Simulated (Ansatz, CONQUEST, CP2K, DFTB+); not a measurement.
## Glassy 80GeO2-20CaO (mol %) (98 atoms): runs against a plane-wave reference

Density of this cell: 3.75 g/cm³. The cell holds 98 atoms: 28 Ge, 7 Ca and 63 O. Its edges and angles: a = 11.372 Å, b = 11.372 Å, c = 11.372 Å, α = 90.0°, β = 90.0°, γ = 90.0°. 98 atoms (28 Ge, 7 Ca, 63 O) placed at random at 3.67 g/cm³, melted at 4000 K for 10 ps at fixed volume with the Morse and Coulomb pair potential with partial charges (Pedone, Malavasi, Menziani, Cormack and Segre, J. Phys. Chem. B 110, 11780 (2006)). Quenched from 3000 K to 300 K at 50 K/ps and fixed volume, held 10 ps at zero pressure. Then every atom was moved at random, 0.03 Å r.m.s. a Cartesian component.

Geometry: as built.

The reference, a calculation:

* method: Kohn-Sham DFT, PBE, PAW, plane waves (Ansatz 0.2.0); cutoff 420 eV, Γ point, fermi-dirac smearing of 0.05 eV; PAW set soft_2
* r.m.s. force component: 1.978 eV/Å
* longest force: 10.57 eV/Å
* pressure: 8.66 GPa
* gap (highest filled to lowest empty level): 1.38 eV
* SCF cycles: 10
* time: 25 s on 4 threads of Intel Xeon 6975P-C (Granite Rapids), shared host
* CPU time: 91 s

Runs, in no order:
A. DFTB+ IPEA1-xTB: IPEA1-xTB tight binding, diagonalisation
B. CP2K BLYP, DZVP-MOLOPT-SR, 600/50 Ry, diagonalisation: Kohn-Sham DFT, BLYP, GTH-BLYP pseudopotentials, Gaussian and plane waves, DZVP-MOLOPT-SR-GTH, diagonalisation
C. CP2K PBE, DZVP-MOLOPT-SR, 600/50 Ry, diagonalisation: Kohn-Sham DFT, PBE, GTH-PBE pseudopotentials, Gaussian and plane waves, DZVP-MOLOPT-SR-GTH, diagonalisation

Q: Order them from the smallest to the largest r.m.s. force difference.

C, B, A.

| run | Δ force, r.m.s. (meV/Å) | share of r.m.s. force (%) | CPU time |
| --- | --- | --- | --- |
| C. CP2K PBE, DZVP-MOLOPT-SR, 600/50 Ry, diagonalisation | 146 | 7.37 | 9.9 min |
| B. CP2K BLYP, DZVP-MOLOPT-SR, 600/50 Ry, diagonalisation | 273 | 13.8 | 9.2 min |
| A. DFTB+ IPEA1-xTB | 862 | 43.6 | 28 s |

Periodic xTB results under one method name differ between programs and library versions (DFTB+ here holds tblite 0.3). The network of bonds at the start is that of the classical potential that made the cell, and needn't be the one that DFT or experiment would give. The electronic-structure runs sample only Γ, in a cell whose shortest periodic width is 11 Å.

[Hosts, paths, dates, database ids (printed as entryN), source tags and the programs' standing remarks are cut or masked in the printed files.]
